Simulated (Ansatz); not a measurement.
# KCr3, from a guessed structure to a relaxed one

This structure for KCr3 is made up. Its elements were placed in a known structure type with a cell scaled to their sizes. What cell does the guess relax to, and how far off was it?

Main program and level: Ansatz 0.2.0; DFT, PBE, plane-wave PAW, files of the set soft_1, scalar-relativistic, ferromagnetic start, cell and ions relaxed at zero pressure; PAW set soft_1, in the first sound run; inputs show where later runs differ.

In doubt: warnings of the run leave room for a lower electronic state, so energies may not be the lowest and differences between runs may mislead.

## (1) The starting structure

The structure is tetragonal, space group I4/mmm (No. 139). The conventional cell has a = 4.484 Å, b = 4.484 Å, c = 9.211 Å, α = 90.00°, β = 90.00°, γ = 90.00°. Nearest to Cr lie 4 K at 3.17 Å and 8 Cr at 3.21 Å. Nearest to Cr lie 8 Cr at 3.17 to 3.21 Å and 4 K at 3.21 Å. Nearest to K lie 12 Cr at 3.17 to 3.21 Å. Farther neighbours are not listed.

As a file:

```cif
data_structure
_symmetry_space_group_name_H-M 'I4/mmm'
_symmetry_Int_Tables_number 139
_cell_length_a 4.4840
_cell_length_b 4.4840
_cell_length_c 9.2110
_cell_angle_alpha 90.000
_cell_angle_beta 90.000
_cell_angle_gamma 90.000
_cell_volume 185.20
loop_
_atom_site_label
_atom_site_type_symbol
_atom_site_symmetry_multiplicity
_atom_site_Wyckoff_symbol
_atom_site_fract_x
_atom_site_fract_y
_atom_site_fract_z
_atom_site_occupancy
Cr1 Cr 2 b 0.50000 0.50000 0.00000 1
Cr2 Cr 4 d 0.50000 0.00000 0.25000 1
K1 K 2 a 0.00000 0.00000 0.00000 1
```

## (2) Relaxation of the guess

The guessed cell has no reason to be at equilibrium. It is relaxed with the atoms, within the space group of the guess.

Contents of input.yaml:

```yaml
crystal:
  lattice:
    - [-2.242, 2.242, 4.6055]
    - [2.242, -2.242, 4.6055]
    - [2.242, 2.242, -4.6055]
  atoms:
    - { symbol: Cr, position: [0.5, 0.5, 0.0], spin: 3.0 }
    - { symbol: Cr, position: [0.25, 0.75, 0.5], spin: 3.0 }
    - { symbol: Cr, position: [0.75, 0.25, 0.5], spin: 3.0 }
    - { symbol: K, position: [0.0, 0.0, 0.0] }
magnetization:
  spin_polarized: true
kpoints:
  mp_grid: { grid: [8, 8, 8] }
scf:
  occupations: { method: fermi_dirac, width: 0.05 }
hamiltonian:
  xc: pbe
  pseudopotentials: { kind: paw, azcp: { folder: soft_1 } }
relax:
  f_tol: 0.015
  max_steps: 70
  cell: {}
output:
  forces: true
  stress: true
```

Launch:

```
$ ansatz run input.yaml --threads 4 --pin off --max-ram 10240MiB --backend cpu --events-out ev --progress --plain --runs-dir out
```

Numbers of over 12 decimals in the logs are rounded to 6 here.

The log of the run:

```text
Engine: ansatz 0.2.0, x86_64-unknown-linux-gnu
Pseudopotentials: kind: paw
Pseudopotential: Cr, paw, valence charge 14, recommended cutoff 420 eV (normal), soft_1/Cr.paw.azcp
Pseudopotential: K, paw, valence charge 9, recommended cutoff 420 eV (normal), soft_1/K.paw.azcp
Functional definition: PBE
  parameter kappa = 0.804
  parameter beta = 0.066725
  exchange = pbe_x(kappa = kappa, mu = beta*pi^2/3)
  correlation = pbe_c(beta = beta)
Crystal: 4 atoms, lattice volume = 92.599 Å³
Basis set: ecut = 420 eV, 1815 PW (Γ), exchange–correlation on 80×80×80 points (8 copies of the dense FFT grid, shifted against one another)
Bands: 36, of which v1, the nominal top of the filled ones, is band 26 counted from 1 (25 counted from 0)
Symmetry: 16 space group operations
Space group: I4/mmm (ITA 139), of the structure as read, at distance tolerance 4.5e-5 Å
Magnetic group: BNS 139.531 (UNI 1191), of the structure as read, at distance tolerance 4.5e-5 Å
k-points: 59 of 512
Non-local potential: Cr, projectors of the file, l = 0: 3, l = 1: 2, l = 2: 3, l = 3: 1
Non-local potential: K, projectors of the file, l = 0: 3, l = 1: 2, l = 2: 2
PAW form: soft (Blöchl's): semilocal exchange-correlation on the pseudo side does not see the compensation charge
PAW one-centre angular grid: Cr, 590 points (default); XC on 64 Gauss nodes
PAW one-centre angular grid: K, 110 points (default); XC on 64 Gauss nodes
Initial density: superposition of atomic densities (chi_scale 0.1, normalization cell, long waves kept (reshape's long-wave potential 0.00 eV rms))
Starting moments: Σ|m| = 9 μB on 3 of 4 sites
Initial wavefunctions: pseudopotential atomic-orbital guess
Functional: x = pbe(κ = 0.804, μ = 0.219515), c = pbe(β = 0.066725)
SCF iter   1: F=—  HF=-11663.212026 eV  |F-HF|=—  |Δ(HF+E_count)|=         —  Δρ=6.61e-2 (↑6.53e-2 ↓6.61e-2)  dr2=1.78e1  dr2_m=7.28e-2  M=9.996 μB ∫|m|=9.996 μB  β_m=0.30  ethr=3.10e-3  ⟨swp⟩=6.1  Hψ=16424  notcnv=0
Mixer restart at iter 1: flushing history
preconditioner: auto → Kerker (q_TF=auto, 2.470 Å⁻¹)  [metal: Δε(μ)=0.012 eV  Ē_g=6.363 eV  σ=0.050 eV  W_gap=0.06  n_scr=22 (ndim 8)  ℏωp=19.3 eV  f_vac=0.000  D(μ)=9.47/eV (n_scr^D=122)]
spin=Collinear: Kerker preconditioning applied to the charge; magnetization (m = ρ↑ − ρ↓) channel mixes plain (no charge-response kernel on spin).
SCF iter   2: F=—  HF=-11662.995782 eV  |F-HF|=—  |Δ(HF+E_count)|=   2.16e-1  Δρ=4.44e-2 (↑1.61e-2 ↓4.44e-2)  dr2=3.61e0  dr2_m=3.85e-1  M=10.348 μB ∫|m|=10.348 μB  β_m=0.39  ethr=3.10e-3  ⟨swp⟩=3.0  Hψ=9677  notcnv=0  defer=95
SCF iter   3: F=—  HF=-11662.897699 eV  |F-HF|=—  |Δ(HF+E_count)|=   9.81e-2  Δρ=2.98e-2 (↑2.98e-2 ↓2.88e-2)  dr2=3.50e-1  dr2_m=6.53e-1  M=11.033 μB ∫|m|=11.035 μB  β_m=0.38  ethr=3.10e-3  ⟨swp⟩=2.3  Hψ=6993  notcnv=0  defer=95
SCF iter   4: F=—  HF=-11663.330236 eV  |F-HF|=—  |Δ(HF+E_count)|=   4.33e-1  Δρ=2.95e-2 (↑2.95e-2 ↓1.78e-2)  dr2=1.09e-1  dr2_m=4.58e-1  M=12.332 μB ∫|m|=12.333 μB  β_m=0.56  ethr=6.86e-4  ⟨swp⟩=2.2  Hψ=7219  notcnv=0  defer=103
SCF iter   5: F=—  HF=-11663.948306 eV  |F-HF|=—  |Δ(HF+E_count)|=         —  Δρ=6.22e-3 (↑6.22e-3 ↓3.14e-3)  dr2=3.61e-2  dr2_m=1.15e-2  M=13.812 μB ∫|m|=13.812 μB  β_m=0.85  ethr=2.13e-4  ⟨swp⟩=2.8  Hψ=9346  notcnv=0  defer=103
Mixer restart at iter 5: flushing history
SCF iter   6: F=—  HF=-11663.962201 eV  |F-HF|=—  |Δ(HF+E_count)|=   1.39e-2  Δρ=5.76e-3 (↑5.76e-3 ↓1.48e-3)  dr2=2.36e-2  dr2_m=8.10e-3  M=13.919 μB ∫|m|=13.919 μB  β_m=0.69  ethr=7.08e-5  ⟨swp⟩=2.4  Hψ=8931  notcnv=0  defer=97
SCF iter   7: F=—  HF=-11663.959566 eV  |F-HF|=—  |Δ(HF+E_count)|=   2.64e-3  Δρ=1.02e-3 (↑1.00e-3 ↓1.02e-3)  dr2=2.18e-3  dr2_m=4.30e-4  M=13.920 μB ∫|m|=13.920 μB  β_m=0.77  ethr=4.63e-5  ⟨swp⟩=2.1  Hψ=7951  notcnv=0  defer=97
SCF iter   8: F=—  HF=-11663.961375 eV  |F-HF|=—  |Δ(HF+E_count)|=   1.81e-3  Δρ=5.00e-4 (↑5.00e-4 ↓3.68e-4)  dr2=4.84e-4  dr2_m=6.94e-5  M=13.956 μB ∫|m|=13.956 μB  β_m=0.89  ethr=4.28e-6  ⟨swp⟩=2.5  Hψ=7105  notcnv=0  defer=97
SCF iter   9: F=—  HF=-11663.961715 eV  |F-HF|=—  |Δ(HF+E_count)|=   3.40e-4  Δρ=3.00e-4 (↑3.00e-4 ↓1.40e-4)  dr2=1.63e-4  dr2_m=2.02e-5  M=13.973 μB ∫|m|=13.973 μB  β_m=0.82  ethr=9.49e-7  ⟨swp⟩=2.0  Hψ=6213  notcnv=0  defer=97
SCF iter  10: F=—  HF=-11663.961716 eV  |F-HF|=—  |Δ(HF+E_count)|=   1.55e-6  Δρ=2.80e-4 (↑2.80e-4 ↓6.69e-5)  dr2=5.05e-5  dr2_m=2.04e-5  M=13.971 μB ∫|m|=13.971 μB  β_m=0.82  ethr=3.20e-7  ⟨swp⟩=2.0  Hψ=6075  notcnv=0  defer=97
SCF iter  11: F=—  HF=-11663.961724 eV  |F-HF|=—  |Δ(HF+E_count)|=   8.17e-6  Δρ=1.47e-4 (↑1.47e-4 ↓3.35e-5)  dr2=1.67e-5  dr2_m=5.28e-6  M=13.972 μB ∫|m|=13.972 μB  β_m=0.91  ethr=9.91e-8  ⟨swp⟩=2.0  Hψ=5094  notcnv=0  defer=97
SCF iter  12: F=—  HF=-11663.961724 eV  |F-HF|=—  |Δ(HF+E_count)|=   9.96e-8  Δρ=3.26e-5 (↑3.26e-5 ↓9.84e-6)  dr2=7.57e-7  dr2_m=3.06e-7  M=13.972 μB ∫|m|=13.972 μB  β_m=0.95  ethr=3.27e-8  ⟨swp⟩=2.0  Hψ=5371  notcnv=0  defer=97
SCF iter  13: F=—  HF=-11663.961724 eV  |F-HF|=—  |Δ(HF+E_count)|=   5.90e-9  Δρ=5.66e-6 (↑5.66e-6 ↓1.82e-6)  dr2=4.94e-8  dr2_m=6.02e-9  M=13.972 μB ∫|m|=13.972 μB  β_m=0.97  ethr=1.48e-9  ⟨swp⟩=2.2  Hψ=6043  notcnv=0  defer=97
SCF iter  14: F=-11663.961724 eV  HF=-11663.961724 eV  |F-HF|=2.56e-8  |Δ(HF+E_count)|=   4.62e-9  Δρ=4.15e-6 (↑4.15e-6 ↓7.74e-7)  dr2=2.88e-8  dr2_m=3.01e-9  M=13.972 μB ∫|m|=13.972 μB  ethr=9.69e-11  ⟨swp⟩=2.0  Hψ=11678  notcnv=0
SCF 1 converged in 14 iterations: F = -11663.961724 eV  dr2 = 2.88e-8
  greatest PAW one-centre occupation: 1.000 electrons in one spin orbital (limit 2), on the Cr atom at site 2 (counted from 0), in its partial waves of l = 0
relax step   1: F+E_penalty+E_count = -11663.96172432 eV  Δ(F+E_penalty+E_count) = +0.000e0 eV  max|allowed force component| = 1.735e-17 eV/Å  Δτ_max = 0.0000 Å  P = +2.971 GPa  Ω = 92.599 Å³  (14 SCF iters, dr2 threshold 1.00e-7 eV, accepted)
Crystal: 4 atoms, lattice volume = 99.460 Å³
Basis set: ecut = 420 eV, 1975 PW (Γ), exchange–correlation on 80×80×80 points (8 copies of the dense FFT grid, shifted against one another)
Initial density: handed on by an earlier stage of this run
Starting moments: Σ|m| = 9 μB on 3 of 4 sites; this step starts from the density that it was given
Initial wavefunctions: those handed on with the density
iter 1 solved again at ethr=2.23e-4 eV; its pass at ethr=3.10e-3 eV (dr2=1.14e-1 eV) is discarded
SCF iter   1: F=—  HF=-11664.061229 eV  |F-HF|=—  |Δ(HF+E_count)|=         —  Δρ=1.12e-2 (↑1.12e-2 ↓2.22e-3)  dr2=1.17e-1  dr2_m=3.66e-2  M=14.401 μB ∫|m|=14.401 μB  β_m=0.30  ethr=2.23e-4  ⟨swp⟩=1.0  Hψ=19417  notcnv=0
[...]
SCF iter   8: F=-11664.049937 eV  HF=-11664.049937 eV  |F-HF|=8.71e-8  |Δ(HF+E_count)|=   1.91e-7  Δρ=7.46e-6 (↑7.46e-6 ↓1.01e-6)  dr2=9.78e-8  dr2_m=1.10e-8  M=14.342 μB ∫|m|=14.342 μB  ethr=3.05e-10  ⟨swp⟩=2.0  Hψ=13371  notcnv=0
SCF 3 converged in 8 iterations: F = -11664.049937 eV  dr2 = 9.78e-8
relax step   3: F+E_penalty+E_count = -11664.04993673 eV  Δ(F+E_penalty+E_count) = -8.231e-3 eV  max|allowed force component| = 1.214e-17 eV/Å  Δτ_max = 0.0000 Å  P = +0.045 GPa  Ω = 102.378 Å³  energy of the carried Pulay correction = -1.244e-3 eV  (8 SCF iters, dr2 threshold 4.00e-7 eV, accepted)
[...]
relax step   4: F+E_penalty+E_count = -11664.05018141 eV  Δ(F+E_penalty+E_count) = -2.447e-4 eV  max|allowed force component| = 6.939e-18 eV/Å  Δτ_max = 0.0000 Å  P = -0.019 GPa  Ω = 102.619 Å³  energy of the carried Pulay correction = -1.273e-3 eV  (7 SCF iters, dr2 threshold 2.68e-8 eV, accepted)
[...]
relax step   5: F+E_penalty+E_count = -11664.05045077 eV  Δ(F+E_penalty+E_count) = -2.694e-4 eV  max|allowed force component| = 1.388e-17 eV/Å  Δτ_max = 0.0000 Å  P = -0.003 GPa  Ω = 102.528 Å³  energy of the carried Pulay correction = -1.263e-3 eV  (8 SCF iters, dr2 threshold 2.54e-8 eV, accepted)
[...]
relax step   6: F+E_penalty+E_count = -11664.05049367 eV  Δ(F+E_penalty+E_count) = -4.290e-5 eV  max|allowed force component| = 3.469e-18 eV/Å  Δτ_max = 0.0000 Å  P = +0.001 GPa  Ω = 102.494 Å³  energy of the carried Pulay correction = -1.260e-3 eV  (10 SCF iters, accepted)
Initial wavefunctions: pseudopotential atomic-orbital guess (no wavefunctions were taken with the density)
iter 1 solved again at ethr=6.98e-8 eV; its pass at ethr=3.10e-3 eV (dr2=3.56e-5 eV) is discarded
SCF iter   1: F=—  HF=-11664.039932 eV  |F-HF|=—  |Δ(HF+E_count)|=         —  Δρ=8.00e-4 (↑8.00e-4 ↓3.72e-4)  dr2=3.24e-5  dr2_m=4.64e-5  M=14.335 μB ∫|m|=14.335 μB  β_m=0.65  ethr=6.98e-8  ⟨swp⟩=3.0  Hψ=26134  notcnv=0
preconditioner: auto → Kerker (q_TF=auto, 1.918 Å⁻¹)  [metal: Δε(μ)=0.010 eV  Ē_g=6.761 eV  σ=0.050 eV  W_gap=0.05  n_scr=14 (ndim 8)  ℏωp=18.3 eV  f_vac=0.000  D(μ)=3.15/eV (n_scr^D=22)]
spin=Collinear: Kerker preconditioning applied to the charge; magnetization (m = ρ↑ − ρ↓) channel mixes plain (no charge-response kernel on spin).
SCF iter   2: F=—  HF=-11664.050863 eV  |F-HF|=—  |Δ(HF+E_count)|=   1.09e-2  Δρ=2.85e-4 (↑2.85e-4 ↓1.34e-4)  dr2=5.42e-6  dr2_m=5.82e-6  M=14.333 μB ∫|m|=14.333 μB  β_m=0.64  ethr=6.36e-8  ⟨swp⟩=2.0  Hψ=5996  notcnv=0
SCF iter   3: F=—  HF=-11664.052366 eV  |F-HF|=—  |Δ(HF+E_count)|=   1.50e-3  Δρ=3.44e-5 (↑3.44e-5 ↓1.18e-5)  dr2=5.30e-7  dr2_m=2.10e-7  M=14.332 μB ∫|m|=14.332 μB  β_m=0.57  ethr=1.06e-8  ⟨swp⟩=2.0  Hψ=6364  notcnv=0
SCF iter   4: F=—  HF=-11664.052374 eV  |F-HF|=—  |Δ(HF+E_count)|=   8.44e-6  Δρ=6.64e-6 (↑6.64e-6 ↓4.01e-6)  dr2=5.64e-8  dr2_m=1.28e-8  M=14.332 μB ∫|m|=14.332 μB  β_m=0.72  ethr=1.04e-9  ⟨swp⟩=2.0  Hψ=6985  notcnv=0
SCF iter   5: F=—  HF=-11664.052375 eV  |F-HF|=—  |Δ(HF+E_count)|=   2.90e-7  Δρ=2.52e-6 (↑2.52e-6 ↓1.32e-6)  dr2=1.11e-8  dr2_m=1.37e-9  M=14.332 μB ∫|m|=14.332 μB  β_m=0.86  ethr=1.11e-10  ⟨swp⟩=2.5  Hψ=6377  notcnv=0
SCF iter   6: F=—  HF=-11664.052375 eV  |F-HF|=—  |Δ(HF+E_count)|=   3.28e-8  Δρ=5.56e-7 (↑5.56e-7 ↓4.31e-7)  dr2=5.71e-10  dr2_m=1.25e-10  M=14.332 μB ∫|m|=14.332 μB  β_m=0.93  ethr=2.17e-11  ⟨swp⟩=2.3  Hψ=6464  notcnv=0
SCF iter   7: F=—  HF=-11664.052388 eV  |F-HF|=—  |Δ(HF+E_count)|=   1.32e-5  Δρ=2.98e-7 (↑2.98e-7 ↓2.34e-7)  dr2=1.26e-10  dr2_m=2.02e-11  M=14.332 μB ∫|m|=14.332 μB  β_m=0.97  ethr=1.12e-12  ⟨swp⟩=2.5  Hψ=7254  notcnv=0
SCF iter   8: F=—  HF=-11664.052388 eV  |F-HF|=—  |Δ(HF+E_count)|=  7.95e-10  Δρ=1.21e-7 (↑1.21e-7 ↓6.38e-8)  dr2=1.81e-11  dr2_m=4.36e-12  M=14.332 μB ∫|m|=14.332 μB  β_m=0.98  ethr=1.00e-12  ⟨swp⟩=2.0  Hψ=5567  notcnv=0
SCF iter   9: F=-11664.052388 eV  HF=-11664.052388 eV  |F-HF|=1.82e-12  |Δ(HF+E_count)|=  6.73e-11  Δρ=5.27e-8 (↑5.27e-8 ↓2.02e-8)  dr2=4.86e-12  dr2_m=7.41e-13  M=14.332 μB ∫|m|=14.332 μB  ethr=1.00e-12  ⟨swp⟩=2.1  Hψ=11908  notcnv=0
SCF 7 converged in 9 iterations: F = -11664.052388 eV  dr2 = 4.86e-12
relax step   7: F+E_penalty+E_count = -11664.05238796 eV  Δ(F+E_penalty+E_count) = -1.894e-3 eV  max|allowed force component| = 1.735e-17 eV/Å  Δτ_max = 0.0000 Å  P = +0.033 GPa  Ω = 102.494 Å³  stress off target by 4.23e-2 GPa  SCF on the basis re-selected at this cell (its energy is not comparable with the rows above)  (9 SCF iters)
basis re-selected at this cell: Δ(F+E_penalty+E_count) = -1.894e-3 eV, ΔP = +0.032 GPa vs the last step (what re-selecting the basis moved, of the pressure what is left beyond the Pulay correction that the steps carried, after the strain that the cell walked since its last selection, with what the two solves' SCF thresholds leave and, on support functions, any second-order correction that the steps lacked; it is no m [...]
WARN: an SCF from ferrimagnetic starting moments (-4.10, 4.08, 4.08, 0.00 Bohr magnetons, atom by atom) was not made, by what the run has read of turns of its moments that order reads lower: the deck asks for what bars it, or types moments that do (magnetization.spin_polarized, in the input reference, names some of the keys), or the run goes by scf.lower_state_search: light, the default, which as a rule tries one only behind a close that has lost an order of both signs, or on which an open d or half-filled 4f shell of a PAW file has lost a moment that was set nearer to Hund's than to what is left; [rest of the remark cut]
SCF converged after 9 iterations
Magnetization: 14.3322 μB (32.6661 up, 18.3339 down)
Absolute magnetization: 14.3322 μB (∫|ρ↑−ρ↓|, with the PAW one-centre terms)
Spin contamination: 0.0549 ħ² per cell (⟨S²⟩ above its minimum at these occupations)
Per-site moments (μB) at R_I (Å): [(4.341729, 1.363761), (4.331095, 1.363761), (4.331095, 1.363761), (0.123233, 1.363761)]
Free energy (F): -11664.052388 eV
Harris-Foulkes:  -11664.052388 eV  (|F-HF|=1.82e-12)
Internal energy: -11664.025051 eV  (E = F + TS)
E sigma→0 (E₀):  -11664.038719 eV
Entropy (-TS):   -0.027337 eV (-6.834 meV/atom)
Fermi energy:    7.557773 eV
--- Per-component energies (eV) ---
  E_band       = -957.973686
  E_kinetic    = 1152.097872
  E_local      = -5989.217705  (includes V_loc(G=0)·N_el)
  E_nonlocal   = 171.998901
  E_hartree    = 2588.685642
  E_xc         = -470.321429
  E_vxc        = -590.612332  (∫ρ·V_xc dr)
  E_paw        = -4464.389014  (= ΣΔE_a)
  E_vpaw       = -879.614232  (= ΣTr[D̂ρ^β])
  E_aug_tail   = 0.002695  (compensation charges beyond the density's cutoff)
  E_ewald      = -4652.882012
  E_smearing   = -0.027337  (= −TS)
  E_closure    = -0.000000  (closes the sum)
  Σ components = -11664.052388   (vs F -11664.052388, Δ=0.00e0)
--- Forces (eV/Å), atoms counted from 1 ---
  atom   1  Cr     0.00000000     0.00000000     0.00000000
  atom   2  Cr     0.00000000     0.00000000     0.00000000
  atom   3  Cr     0.00000000    -0.00000000     0.00000000
  atom   4  K     -0.00000000     0.00000000     0.00000000
  max |Σ_I F_I| component: 1.39e-17 eV/Å
--- Stress (GPa, compression-positive) ---
        0.042287       0.000000       0.000000
        0.000000       0.042287       0.000000
        0.000000       0.000000       0.014152
  P = ⅓ Tr σ = 0.0329 GPa (0.329 kbar)
--- Relaxed structure (6 steps of the walk, 6 accepted, 1 SCFs on fresh bases) ---
  F+E_penalty+E_count = -11664.05238796 eV   max|allowed force component| = 1.735e-17 eV/Å   (the final SCF, on the basis selected at the relaxed cell)
  cell:  # Å, volume = 102.4937 Å³
    - [-2.344312, 2.344312, 4.662366]
    - [2.344312, -2.344312, 4.662366]
    - [2.344312, 2.344312, -4.662366]
  atoms:
    - { symbol: Cr, position: [0.5, 0.5, 0] }
    - { symbol: Cr, position: [0.25, 0.75, 0.5] }
    - { symbol: Cr, position: [0.75, 0.25, 0.5] }
    - { symbol: K, position: [0, 0, 0] }
```

It took 31 s on 4 threads of Intel Xeon Platinum 8488C (Sapphire Rapids), shared host; peak memory 0.71 GiB; 1.9 min of CPU time.

The steps of the relaxation:

```
step  energy less that of the first step (eV)  largest force component (eV/Å)  pressure (GPa)  volume (Å³)
   1                                   0.0000                          0.0000            2.97        92.60
   2                                  -0.0800                          0.0000            0.82        99.46
   3                                  -0.0882                          0.0000            0.05       102.38
   4                                  -0.0885                          0.0000           -0.02       102.62
   5                                  -0.0887                          0.0000            0.00       102.53
   6                                  -0.0888                          0.0000            0.00       102.49
  7*                                  -0.0907                          0.0000            0.03       102.49
```

Relaxation steps marked * repeat the geometry before them on a plane-wave basis chosen anew for their cell, so energy and pressure can jump there.

The run keeps the 16 symmetry operations that it works with, so distortions that break them were not tested.

```
conventional cell, symmetrised  before  after   change
                         a (Å)   4.484  4.689   +4.6 %
                         b (Å)   4.484  4.689   +4.6 %
                         c (Å)   9.211  9.325   +1.2 %
              volume (Å³/atom)   23.15  25.62  +10.7 %
```

The relaxed structure:

```xyz
4
Lattice="-2.3443 2.3443 4.6624 2.3443 -2.3443 4.6624 2.3443 2.3443 -4.6624" Properties=species:S:1:pos:R:3 pbc="T T T"
Cr    0.0000    0.0000    4.6624
Cr    2.3443    0.0000    2.3312
Cr    0.0000    2.3443    2.3312
K     0.0000    0.0000    0.0000
```

Numbers from this step:

```
free energy             : -11664.0524 eV
energy at zero smearing : -11664.0387 eV
smearing term TS        : 0.02734 eV
Fermi energy            : 7.558 eV
magnetization           : 14.33 μB
absolute magnetization  : 14.33 μB
site moments            : 4.342, 4.331, 4.331, 0.1232 μB
electrons               : 51
symmetry operations     : 16
pressure                : 0.03291 GPa
```

Site moment by atom:

```
atom  site moment (μB)
 Cr1              4.34
 Cr2              4.33
 Cr3              4.33
  K4              0.12
```

Shortest distances by pair of elements, guess and relaxed (not always the same contact):

```
 pair  guess (Å)  relaxed (Å)
Cr–Cr      3.171        3.306
 Cr–K      3.171        3.306
  K–K      4.484        4.689
```

The relaxation ends with a pressure of 0.03 GPa.

[end of part 1 of 2]

[Logs are printed without paths, hosts, clocks, repeated set-up lines and the standing remarks that a program may print on its own settings, such as how far it seeks lower states.]

[Hosts, paths, dates, database ids (printed as entryN), source tags and the programs' standing remarks are cut or masked in the printed files.]
